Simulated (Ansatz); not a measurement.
An input for Ansatz 0.2.0 (SiO2 (Fddd)):

```yaml
crystal:
  lattice:
    - [0.0, 4.71625711, 7.3627753715]
    - [2.3595806657, 0.0, 7.3627753715]
    - [2.3595806657, 4.71625711, 0.0]
  atoms:
    - { symbol: Si, position: [0.56323108, 0.56323108, 0.93676892] }
    - { symbol: Si, position: [0.31323108, 0.31323108, 0.68676892] }
    - { symbol: Si, position: [0.68676892, 0.68676892, 0.31323108] }
    - { symbol: Si, position: [0.93676892, 0.93676892, 0.56323108] }
    - { symbol: O, position: [0.625, 0.125, 0.625] }
    - { symbol: O, position: [0.625, 0.625, 0.125] }
    - { symbol: O, position: [0.625, 0.625, 0.625] }
    - { symbol: O, position: [0.125, 0.625, 0.625] }
    - { symbol: O, position: [0.1865604, 0.8134396, 0.1865604] }
    - { symbol: O, position: [0.8134396, 0.1865604, 0.8134396] }
    - { symbol: O, position: [0.4365604, 0.0634396, 0.4365604] }
    - { symbol: O, position: [0.0634396, 0.4365604, 0.0634396] }
kpoints:
  mp_grid: { grid: [6, 6, 6] }
  band_path:
    path:
      - [[0.0, 0.0, 0.0], [0.5, 0.0, 0.5], [1.0, 0.5, 0.5], [0.5, 0.5, 0.0], [0.0, 0.0, 0.0], [0.0, 0.33825295, 0.33825295]]
      - [[1.0, 0.66174705, 0.66174705], [1.0, 0.5, 0.5]]
      - [[0.5, 0.0, 0.5], [0.5, 0.21309896, 0.71309896]]
      - [[0.5, 0.78690104, 0.28690104], [0.5, 0.5, 0.0]]
      - [[0.0, 0.0, 0.0], [0.5, 0.5, 0.5]]
    npoints: 10
hamiltonian:
  xc: lda
  pseudopotentials: { kind: paw, azcp: { folder: soft_1 }, xc_functional: pbe }
scf:
  occupations: { method: fermi_dirac, width: 0.02 }
  n_extra_bands: 8
output:
  eigenvalues: true
  forces: true
  stress: true
  write_density: true
  write_potential: true
  elf: true
  volumetric_format: npy
```

```sh
ansatz run input.yaml --threads 3 --pin off --max-ram 92160MiB --backend cuda --events-out ev --progress --plain --runs-dir out --devices 1 --max-vram 13GiB
```

Question: Estimate wall time and host memory on 1 × NVIDIA H100 80GB HBM3 (shared by 6 runs) with 3 threads of AMD EPYC 7R13 (Zen 3), shared host.

It took 18 s; on shared hardware allow 9.1 s to 36 s. Peak host memory was 1.1 GiB. The sizes that set the cost: 3169 plane waves a state, 46 irreducible k points and 8 SCF cycles.

[Paths, hosts, dates, memory and timing lines, banners, echoed tables and standing remarks are left out of the program output.]

[Logs are printed without paths, hosts, clocks, repeated set-up lines and the standing remarks that a program may print on its own settings, such as how far it seeks lower states.]

[Runs of the session that timed out or met a known fault of the program may be left out.]

[Cells called generated may have been cut or substituted from an entry of the Crystallography Open Database or the Materials Project.]

[Hosts, paths, dates, database ids (printed as entryN), source tags and the programs' standing remarks are cut or masked in the printed files.]
